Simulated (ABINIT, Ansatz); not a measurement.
# SnGeTe3 (Pm-3m): zone-centre phonons

Which modes does SnGeTe3 (Pm-3m) have at the zone centre?

Method: DFT LDA, scalar-relativistic, plane waves, HGH norm-conserving pseudopotentials, in ABINIT 10.8.3.

The structure was built from a prototype and need not be the compound's stable phase.

**1. The starting structure**

Symmetry: Pm-3m, No. 221, cubic system. The conventional cell has a = 5.298 Å, b = 5.298 Å, c = 5.298 Å, α = 90.00°, β = 90.00°, γ = 90.00°. Nearest to Sn lie 12 Te at 3.75 Å. Nearest to Ge lie 6 Te at 2.65 Å. Te has 2 Ge at 2.65 Å nearest. Farther neighbours and most contacts between anions are not listed.

**2. Relaxation**

The harmonic expansion needs vanishing forces, and a free crystal bears no stress, so cell and atoms are brought to rest. Stress is more sensitive to the basis than forces are: the last 3 Ha under the cutoff are smoothed with ecutsm, and the cutoff is raised above that of the later runs.

The starting cell comes from a relaxation made beforehand in Ansatz (LDA, PseudoDojo NC).

Contents of relax.abi:

```
# relaxation
ionmov 2
optcell 2
dilatmx 1.08
ntime 40
tolmxf 1.0d-05
tolvrs 1.0d-14
prtwf 0
prtden 0
chksymtnons 0

# basis, mesh and filling
ecut 26.0
ecutsm 3.0
ixc 7
ngkpt 4 4 4
nshiftk 1
shiftk 0.0 0.0 0.0
istwfk *1
occopt 3
tsmear 0.01
nband 20
nstep 100
diemac 1000000.0
prtebands 0
prtgsr 0

# cell and atoms
acell 10.01092027 10.01092027 10.01092027
rprim 
    1.0 0.0 0.0
    0.0 1.0 0.0
    0.0 0.0 1.0
ntypat 3
znucl 50 32 52
natom 5
typat 1 2 3 3 3
xred 
    0.0 0.0 0.0
    0.5 0.5 0.5
    0.5 0.5 0.0
    0.5 0.0 0.5
    0.0 0.5 0.5
pp_dirpath "./pseudo"
pseudos "Sn.hgh, Ge.hgh, Te.hgh"
```

Launch:

```
> OMP_NUM_THREADS=1 mpirun -n 4 abinit relax.abi > relax.log
```

Numbers of over 12 decimals in the logs are rounded to 6 here.

relax.abo, the main output file:

```text
[banners, grids, parts of the stress and lines that vanish by symmetry left out]
- input  file    -> relax.abi
- output file    -> relax.abo
- root for input  files -> relaxi
[...]
Symmetries : space group Pm -3 m (#221); Bravais cP (primitive cubic)
[...]
mpw =        8025          nfft =      125000          nkpt =          10
[...]
== DATASET  1 ==================================================================
[...]
cutoff_energies: {ecut:  26.0, pawecutdg:  -1.0, }
[...]
Exchange-correlation functional for the present dataset will be:
  LDA: Perdew-Wang 92 LSD fit to Ceperley-Alder data - ixc=7
[...]
ETOT  1  -32.206365765997    -3.221E+01 5.010E-02 1.119E+02
 ETOT  2  -32.241577351554    -3.521E-02 3.043E-03 2.628E+00
 ETOT  3  -32.242095064253    -5.177E-04 1.291E-03 4.542E-01
 ETOT  4  -32.242173823790    -7.876E-05 4.918E-04 6.852E-03
 ETOT  5  -32.242174622889    -7.991E-07 2.751E-04 7.840E-05
[...]
At SCF step   11       vres2   =  1.28E-15 < tolvrs=  1.00E-14 =>converged.
[...]
sigma(1 1)= -3.53888155E-05  sigma(3 2)=  0.00000000E+00
  sigma(2 2)= -3.53888155E-05  sigma(3 1)=  0.00000000E+00
  sigma(3 3)= -3.53888155E-05  sigma(2 1)=  0.00000000E+00
[...]
convergence: {deltae: -1.441E-11, res2:  1.281E-15, residm:  1.860E-04, diffor: null, }
etotal    :  -3.22421746E+01
[...]
ETOT  1  -32.242184298441    -3.224E+01 1.611E-04 8.955E-01
[...]
At SCF step    9       vres2   =  8.91E-15 < tolvrs=  1.00E-14 =>converged.
[...]
sigma(1 1)= -2.99902420E-05  sigma(3 2)=  0.00000000E+00
  sigma(2 2)= -2.99902420E-05  sigma(3 1)=  0.00000000E+00
  sigma(3 3)= -2.99902420E-05  sigma(2 1)=  0.00000000E+00
[...]
convergence: {deltae: -2.608E-12, res2:  8.913E-15, residm:  1.236E-05, diffor: null, }
etotal    :  -3.22422792E+01
[...]
ETOT  1  -32.239252982542    -3.224E+01 2.573E-05 3.060E+01
[...]
At SCF step   10       vres2   =  1.12E-15 < tolvrs=  1.00E-14 =>converged.
[...]
sigma(1 1)= -9.15478669E-07  sigma(3 2)=  0.00000000E+00
  sigma(2 2)= -9.15478669E-07  sigma(3 1)=  0.00000000E+00
  sigma(3 3)= -9.15478669E-07  sigma(2 1)=  0.00000000E+00
[...]
convergence: {deltae: -3.908E-13, res2:  1.123E-15, residm:  3.428E-05, diffor: null, }
etotal    :  -3.22425571E+01
[...]
ETOT  1  -32.242554188722    -3.224E+01 4.789E-05 2.994E-02
[...]
ETOT  7  -32.242557393894    -4.206E-12 1.630E-05 1.241E-12
 ETOT  8  -32.242557393895    -1.698E-12 7.546E-05 4.241E-15
 At SCF step    8       vres2   =  4.24E-15 < tolvrs=  1.00E-14 =>converged.
[...]
sigma(1 1)= -2.54307176E-08  sigma(3 2)=  0.00000000E+00
  sigma(2 2)= -2.54307176E-08  sigma(3 1)=  0.00000000E+00
  sigma(3 3)= -2.54307176E-08  sigma(2 1)=  0.00000000E+00
[...]
convergence: {deltae: -1.698E-12, res2:  4.241E-15, residm:  7.546E-05, diffor: null, }
etotal    :  -3.22425574E+01
[...]
At Broyd/MD step   4, gradients are converged :
[...]
sigma(1 1)= -2.54307176E-08  sigma(3 2)=  0.00000000E+00
  sigma(2 2)= -2.54307176E-08  sigma(3 1)=  0.00000000E+00
  sigma(3 3)= -2.54307176E-08  sigma(2 1)=  0.00000000E+00
[...]
- sigma(1 1)= -7.48197544E-04  sigma(3 2)=  0.00000000E+00
- sigma(2 2)= -7.48197544E-04  sigma(3 1)=  0.00000000E+00
- sigma(3 3)= -7.48197544E-04  sigma(2 1)=  0.00000000E+00
[...]
fcart     -0.0000000000E+00 -0.0000000000E+00 -0.0000000000E+00
           strten     -2.5430717631E-08 -2.5430717632E-08 -2.5430717635E-08
================================================================================

[key lines of the parts left out:]
pressure_GPa:   7.4820E-04
Total energy (etotal) [Ha]= -3.22425573938953E+01
```

It took 50 s on 4 MPI ranks of Arm Neoverse V2, shared host; 3.3 min of CPU time.

Relaxation path:

```tsv
step	energy less that of the first step (eV)	largest force (eV/Å)	volume (Å³)
1	0.0000	0.0000	148.67
2	-0.0028	0.0000	149.14
3	-0.0104	0.0000	151.85
4	-0.0104	0.0000	151.94
```

```tsv
conventional cell, symmetrised	before	after	change
a (Å)	5.298	5.336	+0.7 %
b (Å)	5.298	5.336	+0.7 %
c (Å)	5.298	5.336	+0.7 %
volume (Å³/atom)	29.73	30.39	+2.2 %
```

The relaxed structure:

```xyz
5
Lattice="5.3361 0.0000 0.0000 0.0000 5.3361 0.0000 0.0000 0.0000 5.3361" Properties=species:S:1:pos:R:3 pbc="T T T"
Sn    0.0000    0.0000    0.0000
Ge    2.6681    2.6681    2.6681
Te    2.6681    2.6681    0.0000
Te    2.6681    0.0000    2.6681
Te    0.0000    2.6681    2.6681
```

Read from the output:

| Property | Result |
| --- | --- |
| volume per atom | 30.39 Å³ |
| pressure | 7.48e-4 GPa |
| gap on the k-mesh | 0 eV |

The volume changes by +2.2 % from the cell with which this run began.

**3. Ground state**

The response is built on these wavefunctions, so the potential is converged far more tightly than an energy would need. Occupations are smeared.

Contents of gs.abi:

```
# ground state
tolvrs 1.0d-16
prtden 1
prtwf 1

# basis, mesh and filling
ecut 20.0
ixc 7
ngkpt 4 4 4
nshiftk 1
shiftk 0.0 0.0 0.0
istwfk *1
occopt 3
tsmear 0.01
nband 20
nstep 100
diemac 1000000.0
prtebands 0
prtgsr 0

# cell and atoms
acell 10.08378113 10.08378113 10.08378113
rprim 
    1.0 0.0 0.0
    0.0 1.0 0.0
    0.0 0.0 1.0
ntypat 3
znucl 50 32 52
natom 5
typat 1 2 3 3 3
xred 
    0.0 0.0 0.0
    0.5 0.5 0.5
    0.5 0.5 0.0
    0.5 0.0 0.5
    0.0 0.5 0.5
pp_dirpath "./pseudo"
pseudos "Sn.hgh, Ge.hgh, Te.hgh"
```

Launch:

```
> OMP_NUM_THREADS=1 mpirun -n 4 abinit gs.abi > gs.log
```

gs.abo, the main output file:

```text
[banners, grids, parts of the stress and lines that vanish by symmetry left out]
- input  file    -> gs.abi
- output file    -> gs.abo
- root for input  files -> gsi
[...]
Symmetries : space group Pm -3 m (#221); Bravais cP (primitive cubic)
[...]
mpw =        4416          nfft =       91125          nkpt =          10
[...]
== DATASET  1 ==================================================================
[...]
cutoff_energies: {ecut:  20.0, pawecutdg:  -1.0, }
[...]
Exchange-correlation functional for the present dataset will be:
  LDA: Perdew-Wang 92 LSD fit to Ceperley-Alder data - ixc=7
[...]
ETOT  1  -32.208489763982    -3.221E+01 5.652E-02 8.664E+01
 ETOT  2  -32.240967270103    -3.248E-02 6.459E-03 2.050E+00
 ETOT  3  -32.241527049376    -5.598E-04 1.029E-03 3.424E-01
 ETOT  4  -32.241610456915    -8.341E-05 6.776E-04 7.946E-03
 ETOT  5  -32.241611768865    -1.312E-06 2.952E-04 7.244E-05
[...]
ETOT 11  -32.241611780468    -2.026E-11 4.918E-05 2.450E-15
 ETOT 12  -32.241611780480    -1.241E-11 1.197E-04 5.766E-17
 At SCF step   12       vres2   =  5.77E-17 < tolvrs=  1.00E-16 =>converged.
[...]
sigma(1 1)=  5.07310615E-06  sigma(3 2)=  0.00000000E+00
  sigma(2 2)=  5.07310615E-06  sigma(3 1)=  0.00000000E+00
  sigma(3 3)=  5.07310615E-06  sigma(2 1)=  0.00000000E+00
[...]
convergence: {deltae: -1.241E-11, res2:  5.766E-17, residm:  1.197E-04, diffor: null, }
etotal    :  -3.22416118E+01
[...]
sigma(1 1)=  5.07310615E-06  sigma(3 2)=  0.00000000E+00
  sigma(2 2)=  5.07310615E-06  sigma(3 1)=  0.00000000E+00
  sigma(3 3)=  5.07310615E-06  sigma(2 1)=  0.00000000E+00
[...]
- sigma(1 1)=  1.49255936E-01  sigma(3 2)=  0.00000000E+00
- sigma(2 2)=  1.49255936E-01  sigma(3 1)=  0.00000000E+00
- sigma(3 3)=  1.49255936E-01  sigma(2 1)=  0.00000000E+00
[...]
fcart     -0.0000000000E+00 -0.0000000000E+00 -0.0000000000E+00
           strten      5.0731061460E-06  5.0731061460E-06  5.0731061460E-06
================================================================================

[key lines of the parts left out:]
pressure_GPa:  -1.4926E-01
```

Elapsed: 11 s, on 4 MPI ranks.

This step gave:

```
pressure : -0.1493 GPa
```

The cell stands at -0.15 GPa: the relaxation ran with a smoothed and higher cutoff, and the difference is a stress of the finite basis.

(Continued in part 2 of 4.)

[Host names and launcher messages were left out of these logs when they were recorded.]

[Logs are printed without paths, hosts, clocks, repeated set-up lines and the standing remarks that a program may print on its own settings, such as how far it seeks lower states.]

[Hosts, paths, dates, database ids (printed as entryN), source tags and the programs' standing remarks are cut or masked in the printed files.]
